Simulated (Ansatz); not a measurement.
# A hypothetical structure for ZnMo

This structure for ZnMo is made up. Its elements were placed in a known structure type with a cell scaled to their sizes. What cell does the guess relax to, and how far off was it?

Method: DFT, PBE, plane-wave PAW, files of the set soft_1, scalar-relativistic, no spin, cell and ions relaxed at zero pressure; PAW set soft_1, in Ansatz 0.2.0.

**1. The structure**

Symmetry: P4/nmm, No. 129, tetragonal system. The conventional cell has a = 2.725 Å, b = 2.725 Å, c = 8.404 Å, α = 90.00°, β = 90.00°, γ = 90.00°. Nearest to Mo lie 8 Mo at 2.65 to 2.73 Å and 4 Zn at 2.93 Å. Zn has 8 Zn at 2.73 to 2.91 Å and 4 Mo at 2.93 Å nearest. Farther neighbours are not listed.

**2. Relaxing cell and atoms**

The guess takes its coordinates from another compound and its volume from a rule, so the cell and any free coordinates are relaxed together.

Contents of input.yaml:

```yaml
crystal:
  lattice:
    - [2.725, 0.0, 0.0]
    - [0.0, 2.725, 0.0]
    - [0.0, 0.0, 8.404]
  atoms:
    - { symbol: Mo, position: [0.5, 0.0, 0.3918] }
    - { symbol: Mo, position: [0.0, 0.5, 0.6082] }
    - { symbol: Zn, position: [0.5, 0.0, 0.8703] }
    - { symbol: Zn, position: [0.0, 0.5, 0.1297] }
kpoints:
  mp_grid: { grid: [10, 10, 3] }
scf:
  occupations: { method: fermi_dirac, width: 0.05 }
hamiltonian:
  xc: pbe
  pseudopotentials: { kind: paw, azcp: { folder: soft_1 } }
relax:
  f_tol: 0.015
  max_steps: 70
  cell: {}
output:
  forces: true
  stress: true
```

The run is started by

```console
ansatz run input.yaml --threads 4 --pin off --max-ram 8192MiB --backend cpu --events-out ev --progress --plain --runs-dir out
```

Numbers of over 12 decimals in the logs are rounded to 6 here.

Output:

```text
Engine: ansatz 0.2.0, x86_64-unknown-linux-gnu
Pseudopotentials: kind: paw
Pseudopotential: Mo, paw, valence charge 14, recommended cutoff 420 eV (normal), soft_1/Mo.paw.azcp
Pseudopotential: Zn, paw, valence charge 12, recommended cutoff 420 eV (normal), soft_1/Zn.paw.azcp
Functional definition: PBE
  parameter kappa = 0.804
  parameter beta = 0.066725
  exchange = pbe_x(kappa = kappa, mu = beta*pi^2/3)
  correlation = pbe_c(beta = beta)
Crystal: 4 atoms, lattice volume = 62.405 Å³
Basis set: ecut = 420 eV, 1249 PW (Γ), exchange–correlation on 40×40×120 points (8 copies of the dense FFT grid, shifted against one another)
Bands: 32, of which v1, the nominal top of the filled ones, is band 26 counted from 1 (25 counted from 0)
Symmetry: 16 space group operations
Space group: P4/nmm (ITA 129), of the structure as read, at distance tolerance 4.0e-5 Å
k-points: 42 of 300
Non-local potential: Mo, projectors of the file, l = 0: 3, l = 1: 2, l = 2: 2, l = 3: 1
Non-local potential: Zn, projectors of the file, l = 0: 2, l = 1: 2, l = 2: 3, l = 3: 1
PAW form: soft (Blöchl's): semilocal exchange-correlation on the pseudo side does not see the compensation charge
PAW one-centre angular grid: Mo, 590 points (default); XC on 64 Gauss nodes
PAW one-centre angular grid: Zn, 590 points (default); XC on 64 Gauss nodes
Initial density: superposition of atomic densities (chi_scale 0.1, normalization cell, long waves 3 % of neutral atoms (reshape's long-wave potential 1.03 eV rms, cloud 2.76 Å wide))
Initial wavefunctions: pseudopotential atomic-orbital guess
Functional: x = pbe(κ = 0.804, μ = 0.219515), c = pbe(β = 0.066725)
SCF iter   1: F=—  HF=-16553.740556 eV  |F-HF|=—  |Δ(HF+E_count)|=         —  Δρ=1.28e-1  dr2=4.98e1  ethr=3.10e-3  ⟨swp⟩=5.5  Hψ=5674  notcnv=0
preconditioner: auto → Kerker (q_TF=auto, 2.647 Å⁻¹)  [metal: Δε(μ)=0.106 eV  Ē_g=9.360 eV  σ=0.050 eV  W_gap=0.41  n_scr=18 (ndim 8)  ℏωp=28.2 eV  f_vac=0.000  D(μ)=2.97/eV (n_scr^D=26)]
SCF iter   2: F=—  HF=-16550.351135 eV  |F-HF|=—  |Δ(HF+E_count)|=    3.39e0  Δρ=7.11e-2  dr2=1.82e1  ethr=3.10e-3  ⟨swp⟩=2.4  Hψ=2906  notcnv=0  defer=8
SCF iter   3: F=—  HF=-16548.869475 eV  |F-HF|=—  |Δ(HF+E_count)|=    1.48e0  Δρ=2.56e-2  dr2=3.98e-1  ethr=3.10e-3  ⟨swp⟩=2.7  Hψ=3017  notcnv=0  defer=11
SCF iter   4: F=—  HF=-16548.697971 eV  |F-HF|=—  |Δ(HF+E_count)|=   1.72e-1  Δρ=1.49e-2  dr2=9.11e-2  ethr=7.65e-4  ⟨swp⟩=2.1  Hψ=2639  notcnv=0  defer=17
SCF iter   5: F=—  HF=-16548.680542 eV  |F-HF|=—  |Δ(HF+E_count)|=   1.74e-2  Δρ=2.72e-3  dr2=2.84e-2  ethr=1.75e-4  ⟨swp⟩=2.0  Hψ=2489  notcnv=0  defer=19
SCF iter   6: F=—  HF=-16548.677811 eV  |F-HF|=—  |Δ(HF+E_count)|=   2.73e-3  Δρ=7.51e-4  dr2=2.03e-3  ethr=5.46e-5  ⟨swp⟩=1.2  Hψ=1361  notcnv=0  defer=19
SCF iter   7: F=—  HF=-16548.677648 eV  |F-HF|=—  |Δ(HF+E_count)|=   1.63e-4  Δρ=3.44e-4  dr2=2.67e-4  ethr=3.91e-6  ⟨swp⟩=1.3  Hψ=1398  notcnv=0  defer=19
SCF iter   8: F=—  HF=-16548.677624 eV  |F-HF|=—  |Δ(HF+E_count)|=   2.38e-5  Δρ=8.62e-5  dr2=2.23e-6  ethr=5.13e-7  ⟨swp⟩=1.6  Hψ=1397  notcnv=0  defer=19
SCF iter   9: F=—  HF=-16548.677607 eV  |F-HF|=—  |Δ(HF+E_count)|=   1.74e-5  Δρ=3.33e-5  dr2=1.26e-6  ethr=4.28e-9  ⟨swp⟩=2.0  Hψ=2007  notcnv=0  defer=19
SCF iter  10: F=-16548.677606 eV  HF=-16548.677606 eV  |F-HF|=2.03e-8  |Δ(HF+E_count)|=   1.22e-7  Δρ=4.14e-6  dr2=2.70e-8  ethr=1.92e-10  ⟨swp⟩=3.4  Hψ=4828  notcnv=0
SCF 1 converged in 10 iterations: F = -16548.677606 eV  dr2 = 2.70e-8
  greatest PAW one-centre occupation: 0.999 electrons in one spin orbital (limit 2), on the Mo atom at site 1 (counted from 0), in its partial waves of l = 0
relax step   1: F+E_penalty+E_count = -16548.67760637 eV  Δ(F+E_penalty+E_count) = +0.000e0 eV  max|allowed force component| = 3.066e0 eV/Å  Δτ_max = 0.0000 Å  P = +5.987 GPa  Ω = 62.405 Å³  (10 SCF iters, dr2 threshold 1.00e-7 eV, accepted)
Crystal: 4 atoms, lattice volume = 62.716 Å³
Basis set: ecut = 420 eV, 1271 PW (Γ), exchange–correlation on 40×40×120 points (8 copies of the dense FFT grid, shifted against one another)
Initial density: handed on by an earlier stage of this run
Initial wavefunctions: those handed on with the density
iter 1 solved again at ethr=1.33e-3 eV; its pass at ethr=3.10e-3 eV (dr2=6.90e-1 eV) is discarded
SCF iter   1: F=—  HF=-16549.470729 eV  |F-HF|=—  |Δ(HF+E_count)|=         —  Δρ=2.65e-2  dr2=6.91e-1  ethr=1.33e-3  ⟨swp⟩=1.0  Hψ=7002  notcnv=0
preconditioner: auto → Kerker (q_TF=auto, 2.644 Å⁻¹)  [metal: Δε(μ)=0.115 eV  Ē_g=7.471 eV  σ=0.050 eV  W_gap=0.43  n_scr=18 (ndim 8)  ℏωp=28.1 eV  f_vac=0.000  D(μ)=2.28/eV (n_scr^D=18)]
SCF iter   2: F=—  HF=-16549.424523 eV  |F-HF|=—  |Δ(HF+E_count)|=   4.62e-2  Δρ=1.53e-2  dr2=2.61e-1  ethr=1.33e-3  ⟨swp⟩=2.0  Hψ=1525  notcnv=0
SCF iter   3: F=—  HF=-16549.398798 eV  |F-HF|=—  |Δ(HF+E_count)|=   2.57e-2  Δρ=2.14e-3  dr2=4.89e-3  ethr=5.02e-4  ⟨swp⟩=2.0  Hψ=1726  notcnv=0
SCF iter   4: F=—  HF=-16549.398390 eV  |F-HF|=—  |Δ(HF+E_count)|=   4.08e-4  Δρ=1.09e-3  dr2=6.88e-4  ethr=9.40e-6  ⟨swp⟩=2.0  Hψ=2411  notcnv=0
SCF iter   5: F=—  HF=-16549.398119 eV  |F-HF|=—  |Δ(HF+E_count)|=   2.71e-4  Δρ=5.71e-4  dr2=1.08e-4  ethr=1.32e-6  ⟨swp⟩=2.0  Hψ=2022  notcnv=0
SCF iter   6: F=—  HF=-16549.398077 eV  |F-HF|=—  |Δ(HF+E_count)|=   4.22e-5  Δρ=1.10e-4  dr2=5.24e-6  ethr=2.07e-7  ⟨swp⟩=2.0  Hψ=1786  notcnv=0
SCF iter   7: F=—  HF=-16549.398077 eV  |F-HF|=—  |Δ(HF+E_count)|=   3.78e-7  Δρ=2.59e-5  dr2=4.54e-7  ethr=1.01e-8  ⟨swp⟩=2.0  Hψ=2086  notcnv=0
SCF iter   8: F=-16549.398077 eV  HF=-16549.398077 eV  |F-HF|=1.74e-8  |Δ(HF+E_count)|=   1.93e-8  Δρ=5.45e-6  dr2=2.75e-8  ethr=7.69e-10  ⟨swp⟩=4.0  Hψ=4188  notcnv=0
SCF 2 converged in 8 iterations: F = -16549.398077 eV  dr2 = 2.75e-8
relax step   2: F+E_penalty+E_count = -16549.39807664 eV  Δ(F+E_penalty+E_count) = -7.205e-1 eV  max|allowed force component| = 5.073e-1 eV/Å  Δτ_max = 0.1987 Å  P = -4.646 GPa  Ω = 62.716 Å³  energy of the carried Pulay correction = -1.616e-4 eV  (8 SCF iters, dr2 threshold 4.00e-7 eV, accepted)
Crystal: 4 atoms, lattice volume = 61.025 Å³
Basis set: ecut = 420 eV, 1199 PW (Γ), exchange–correlation on 40×40×120 points (8 copies of the dense FFT grid, shifted against one another)
iter 1 solved again at ethr=2.83e-4 eV; its pass at ethr=3.10e-3 eV (dr2=1.47e-1 eV) is discarded
SCF iter   1: F=—  HF=-16549.506658 eV  |F-HF|=—  |Δ(HF+E_count)|=         —  Δρ=9.24e-3  dr2=1.47e-1  ethr=2.83e-4  ⟨swp⟩=1.0  Hψ=6767  notcnv=0
preconditioner: auto → Kerker (q_TF=auto, 2.656 Å⁻¹)  [metal: Δε(μ)=0.044 eV  Ē_g=7.493 eV  σ=0.050 eV  W_gap=0.21  n_scr=18 (ndim 8)  ℏωp=28.5 eV  f_vac=0.000  D(μ)=2.03/eV (n_scr^D=18)]
SCF iter   2: F=—  HF=-16549.498065 eV  |F-HF|=—  |Δ(HF+E_count)|=   8.59e-3  Δρ=5.56e-3  dr2=6.99e-2  ethr=2.82e-4  ⟨swp⟩=1.1  Hψ=1358  notcnv=0
SCF iter   3: F=—  HF=-16549.491673 eV  |F-HF|=—  |Δ(HF+E_count)|=   6.39e-3  Δρ=1.64e-3  dr2=2.29e-3  ethr=1.34e-4  ⟨swp⟩=2.0  Hψ=1630  notcnv=0
SCF iter   4: F=—  HF=-16549.491412 eV  |F-HF|=—  |Δ(HF+E_count)|=   2.61e-4  Δρ=9.43e-4  dr2=8.26e-4  ethr=4.41e-6  ⟨swp⟩=2.0  Hψ=2118  notcnv=0
SCF iter   5: F=—  HF=-16549.491185 eV  |F-HF|=—  |Δ(HF+E_count)|=   2.27e-4  Δρ=2.93e-4  dr2=3.95e-5  ethr=1.59e-6  ⟨swp⟩=2.0  Hψ=2069  notcnv=0
SCF iter   6: F=—  HF=-16549.491169 eV  |F-HF|=—  |Δ(HF+E_count)|=   1.59e-5  Δρ=4.31e-5  dr2=1.87e-6  ethr=7.59e-8  ⟨swp⟩=2.5  Hψ=2179  notcnv=0
SCF iter   7: F=—  HF=-16549.491169 eV  |F-HF|=—  |Δ(HF+E_count)|=   3.47e-8  Δρ=2.69e-5  dr2=4.79e-7  ethr=7.69e-10  ⟨swp⟩=4.3  Hψ=4507  notcnv=0
SCF iter   8: F=-16549.491169 eV  HF=-16549.491169 eV  |F-HF|=5.40e-9  |Δ(HF+E_count)|=   5.00e-8  Δρ=4.15e-6  dr2=6.28e-9  ethr=7.69e-10  ⟨swp⟩=4.0  Hψ=4434  notcnv=0
SCF 3 converged in 8 iterations: F = -16549.491169 eV  dr2 = 6.28e-9
relax step   3: F+E_penalty+E_count = -16549.49116880 eV  Δ(F+E_penalty+E_count) = -9.309e-2 eV  max|allowed force component| = 5.926e-1 eV/Å  Δτ_max = 0.0685 Å  P = -2.129 GPa  Ω = 61.025 Å³  energy of the carried Pulay correction = +7.339e-4 eV  (8 SCF iters, dr2 threshold 4.00e-7 eV, accepted)
[...]
relax step   4: F+E_penalty+E_count = -16549.53641312 eV  Δ(F+E_penalty+E_count) = -4.524e-2 eV  max|allowed force component| = 2.648e-1 eV/Å  Δτ_max = 0.0500 Å  P = -0.449 GPa  Ω = 60.114 Å³  energy of the carried Pulay correction = +1.234e-3 eV  (7 SCF iters, dr2 threshold 4.00e-7 eV, accepted)
[...]
relax step   5: F+E_penalty+E_count = -16549.54774340 eV  Δ(F+E_penalty+E_count) = -1.133e-2 eV  max|allowed force component| = 1.180e-1 eV/Å  Δτ_max = 0.0138 Å  P = +0.518 GPa  Ω = 59.902 Å³  energy of the carried Pulay correction = +1.352e-3 eV  (6 SCF iters, dr2 threshold 4.00e-7 eV, accepted)
[...]
relax step   6: F+E_penalty+E_count = -16549.55908122 eV  Δ(F+E_penalty+E_count) = -1.134e-2 eV  max|allowed force component| = 2.800e-2 eV/Å  Δτ_max = 0.0252 Å  P = +0.304 GPa  Ω = 60.273 Å³  energy of the carried Pulay correction = +1.146e-3 eV  (6 SCF iters, dr2 threshold 4.00e-7 eV, accepted)
[...]
relax step   7: F+E_penalty+E_count = -16549.55940458 eV  Δ(F+E_penalty+E_count) = -3.234e-4 eV  max|allowed force component| = 1.524e-2 eV/Å  Δτ_max = 0.0050 Å  P = -0.054 GPa  Ω = 60.437 Å³  energy of the carried Pulay correction = +1.056e-3 eV  (6 SCF iters, dr2 threshold 4.00e-7 eV, accepted)
[...]
relax step   8: F+E_penalty+E_count = -16549.55945368 eV  Δ(F+E_penalty+E_count) = -4.910e-5 eV  max|allowed force component| = 1.443e-3 eV/Å  Δτ_max = 0.0007 Å  P = +0.004 GPa  Ω = 60.416 Å³  energy of the carried Pulay correction = +1.067e-3 eV  (6 SCF iters, dr2 threshold 3.52e-8 eV, accepted)
Basis set: ecut = 420 eV, 1209 PW (Γ), exchange–correlation on 36×36×120 points (8 copies of the dense FFT grid, shifted against one another)
Initial wavefunctions: pseudopotential atomic-orbital guess (no wavefunctions were taken with the density)
iter 1 solved again at ethr=4.64e-7 eV; its pass at ethr=3.10e-3 eV (dr2=2.41e-4 eV) is discarded
SCF iter   1: F=—  HF=-16549.558108 eV  |F-HF|=—  |Δ(HF+E_count)|=         —  Δρ=2.58e-4  dr2=4.10e-6  ethr=4.64e-7  ⟨swp⟩=3.0  Hψ=8985  notcnv=0
preconditioner: auto → Kerker (q_TF=auto, 2.661 Å⁻¹)  [metal: Δε(μ)=0.076 eV  Ē_g=7.516 eV  σ=0.050 eV  W_gap=0.36  n_scr=18 (ndim 8)  ℏωp=28.7 eV  f_vac=0.000  D(μ)=1.47/eV (n_scr^D=4)]
SCF iter   2: F=—  HF=-16549.558233 eV  |F-HF|=—  |Δ(HF+E_count)|=   1.25e-4  Δρ=1.90e-4  dr2=6.94e-6  ethr=7.88e-9  ⟨swp⟩=2.0  Hψ=2049  notcnv=0
SCF iter   3: F=—  HF=-16549.558248 eV  |F-HF|=—  |Δ(HF+E_count)|=   1.47e-5  Δρ=3.89e-5  dr2=2.54e-7  ethr=7.88e-9  ⟨swp⟩=2.0  Hψ=1811  notcnv=0
SCF iter   4: F=—  HF=-16549.558248 eV  |F-HF|=—  |Δ(HF+E_count)|=   6.16e-7  Δρ=7.24e-6  dr2=1.77e-8  ethr=4.89e-10  ⟨swp⟩=2.0  Hψ=2083  notcnv=0
SCF iter   5: F=—  HF=-16549.558248 eV  |F-HF|=—  |Δ(HF+E_count)|=   6.82e-8  Δρ=2.32e-6  dr2=9.19e-10  ethr=3.40e-11  ⟨swp⟩=2.0  Hψ=2091  notcnv=0
SCF iter   6: F=-16549.558248 eV  HF=-16549.558248 eV  |F-HF|=1.46e-11  |Δ(HF+E_count)|=   2.13e-9  Δρ=2.12e-7  dr2=1.76e-11  ethr=1.00e-12  ⟨swp⟩=3.7  Hψ=5979  notcnv=0
SCF 9 converged in 6 iterations: F = -16549.558248 eV  dr2 = 1.76e-11
relax step   9: F+E_penalty+E_count = -16549.55824841 eV  Δ(F+E_penalty+E_count) = +1.205e-3 eV  max|allowed force component| = 1.497e-3 eV/Å  Δτ_max = 0.0000 Å  P = +0.003 GPa  Ω = 60.416 Å³  stress off target by 1.29e-2 GPa  SCF on the basis re-selected at this cell (its energy is not comparable with the rows above)  (6 SCF iters)
basis re-selected at this cell: Δ(F+E_penalty+E_count) = +1.205e-3 eV, ΔP = -0.001 GPa vs the last step (what re-selecting the basis moved, of the pressure what is left beyond the Pulay correction that the steps carried, after the strain that the cell walked since its last selection, with what the two solves' SCF thresholds leave and, on support functions, any second-order correction that the steps lacked; it is no measure of the basis error at this ecutwfc). The dense FFT grid was sized anew with the basis: this SCF ran on 18×18×60 points, the steps before it on 20×20×60, so part of this shift can come from that change (see relax.cell in the input reference). [rest of the remark cut]
SCF converged after 6 iterations
Free energy (F): -16549.558248 eV
Harris-Foulkes:  -16549.558248 eV  (|F-HF|=1.46e-11)
Internal energy: -16549.545338 eV  (E = F + TS)
E sigma→0 (E₀):  -16549.551793 eV
Entropy (-TS):   -0.012911 eV (-3.228 meV/atom)
Fermi energy:    16.506095 eV
--- Per-component energies (eV) ---
  E_band       = -9.959778
  E_kinetic    = 1139.826897
  E_local      = -5012.530525  (includes V_loc(G=0)·N_el)
  E_nonlocal   = 1930.371697
  E_hartree    = 1813.827470
  E_xc         = -510.023034
  E_vxc        = -542.479355  (∫ρ·V_xc dr)
  E_paw        = -10214.978350  (= ΣΔE_a)
  E_vpaw       = -1152.802904  (= ΣTr[D̂ρ^β])
  E_aug_tail   = -0.000406  (compensation charges beyond the density's cutoff)
  E_ewald      = -5696.039086
  E_smearing   = -0.012911  (= −TS)
  E_closure    = -0.000000  (closes the sum)
  Σ components = -16549.558248   (vs F -16549.558248, Δ=0.00e0)
--- Forces (eV/Å), atoms counted from 1 ---
  atom   1  Mo     0.00000000     0.00000000     0.00080964
  atom   2  Mo     0.00000000     0.00000000    -0.00080964
  atom   3  Zn     0.00000000     0.00000000     0.00149658
  atom   4  Zn     0.00000000     0.00000000    -0.00149658
  max |Σ_I F_I| component: 0.00e0 eV/Å
--- Stress (GPa, compression-positive) ---
        0.010608       0.000000       0.000000
        0.000000       0.010608       0.000000
        0.000000       0.000000      -0.012868
  P = ⅓ Tr σ = 0.0028 GPa (0.028 kbar)
--- Relaxed structure (8 steps of the walk, 8 accepted, 1 SCFs on fresh bases) ---
  F+E_penalty+E_count = -16549.55824841 eV   max|allowed force component| = 1.497e-3 eV/Å   (the final SCF, on the basis selected at the relaxed cell)
  cell:  # Å, volume = 60.4158 Å³
    - [2.647631, 0, 0.0]
    - [0, 2.647631, 0.0]
    - [0.0, 0.0, 8.618577]
  atoms:
    - { symbol: Mo, position: [0.5, 0, 0.364564] }
    - { symbol: Mo, position: [0, 0.5, 0.635436] }
    - { symbol: Zn, position: [0.5, 0, 0.880614] }
    - { symbol: Zn, position: [0, 0.5, 0.119386] }
```

It took 9.7 s on 4 threads of AMD EPYC 7B13 (Zen 3), shared host; peak memory 0.48 GiB.

Step by step:

| step | energy less that of the first step (eV) | largest force component (eV/Å) | pressure (GPa) | volume (Å³) |
| --- | --- | --- | --- | --- |
| 1 | 0.0000 | 3.0658 | 5.99 | 62.40 |
| 2 | -0.7205 | 0.5073 | -4.65 | 62.72 |
| 3 | -0.8136 | 0.5926 | -2.13 | 61.03 |
| 4 | -0.8588 | 0.2648 | -0.45 | 60.11 |
| 5 | -0.8701 | 0.1180 | 0.52 | 59.90 |
| 6 | -0.8815 | 0.0280 | 0.30 | 60.27 |
| 7 | -0.8818 | 0.0152 | -0.05 | 60.44 |
| 8 | -0.8818 | 0.0014 | 0.00 | 60.42 |
| 9* | -0.8806 | 0.0015 | 0.00 | 60.42 |

Relaxation steps marked * repeat the geometry before them on a plane-wave basis chosen anew for their cell, so energy and pressure can jump there.

The run keeps the 16 symmetry operations that it works with, so distortions that break them were not tested.

| conventional cell, symmetrised | before | after | change |
| --- | --- | --- | --- |
| a (Å) | 2.725 | 2.648 | -2.8 % |
| b (Å) | 2.725 | 2.648 | -2.8 % |
| c (Å) | 8.404 | 8.619 | +2.6 % |
| volume (Å³/atom) | 15.60 | 15.10 | -3.2 % |

The atoms that moved most (Å, as changes of fractional coordinates times the final cell):

| atom | dx | dy | dz | length |
| --- | --- | --- | --- | --- |
| Mo1 | 0.000 | 0.000 | -0.235 | 0.235 |
| Mo2 | 0.000 | 0.000 | 0.235 | 0.235 |
| Zn3 | 0.000 | 0.000 | 0.089 | 0.089 |
| Zn4 | 0.000 | 0.000 | -0.089 | 0.089 |

The relaxed structure:

```xyz
4
Lattice="2.6476 0.0000 0.0000 0.0000 2.6476 0.0000 0.0000 0.0000 8.6186" Properties=species:S:1:pos:R:3 pbc="T T T"
Mo    1.3238    0.0000    3.1420
Mo    0.0000    1.3238    5.4766
Zn    1.3238    0.0000    7.5896
Zn    0.0000    1.3238    1.0289
```

Numbers from this step:

```yaml
free_energy: -16549.5582 eV
energy_at_zero_smearing: -16549.5518 eV
smearing_term_ts: 0.01291 eV
fermi_energy: 16.51 eV
electrons: 52
symmetry_operations: 16
pressure: 0.002783 GPa
```

The shortest distance of each pair, which need not be the same contact before and after:

| pair | guess (Å) | relaxed (Å) |
| --- | --- | --- |
| Mo–Mo | 2.650 | 2.648 |
| Zn–Zn | 2.725 | 2.648 |
| Mo–Zn | 2.927 | 2.823 |

The relaxation ends with a largest force component of 0.0015 eV/Å and a pressure of 0.00 GPa.

**3. What came out**

```json
{
  "space group, relaxed": "P4/nmm",
  "conventional cell": "a = 2.648, b = 2.648, c = 8.619 Å; α = 90.0°, β = 90.0°, γ = 90.0°",
  "volume per atom": "15.10 Å³ (guess 15.60)"
}
```

In words: ZnMo relaxes to P4/nmm with a = 2.648, b = 2.648 and c = 8.619 Å. The guessed volume was 3 % too large. The space group P4/nmm was held in the relaxation, so the end point is a stationary structure within it and may be a saddle against distortions or other arrangements. Mesh and cutoff weren't tested. No dispersion term is used, so weakly bound directions may come out too long. The runs have no spin, and magnetism wasn't tested. Nothing here tests whether the compound is stable against decomposition.

[Logs are printed without paths, hosts, clocks, repeated set-up lines and the standing remarks that a program may print on its own settings, such as how far it seeks lower states.]

[Hosts, paths, dates, database ids (printed as entryN), source tags and the programs' standing remarks are cut or masked in the printed files.]
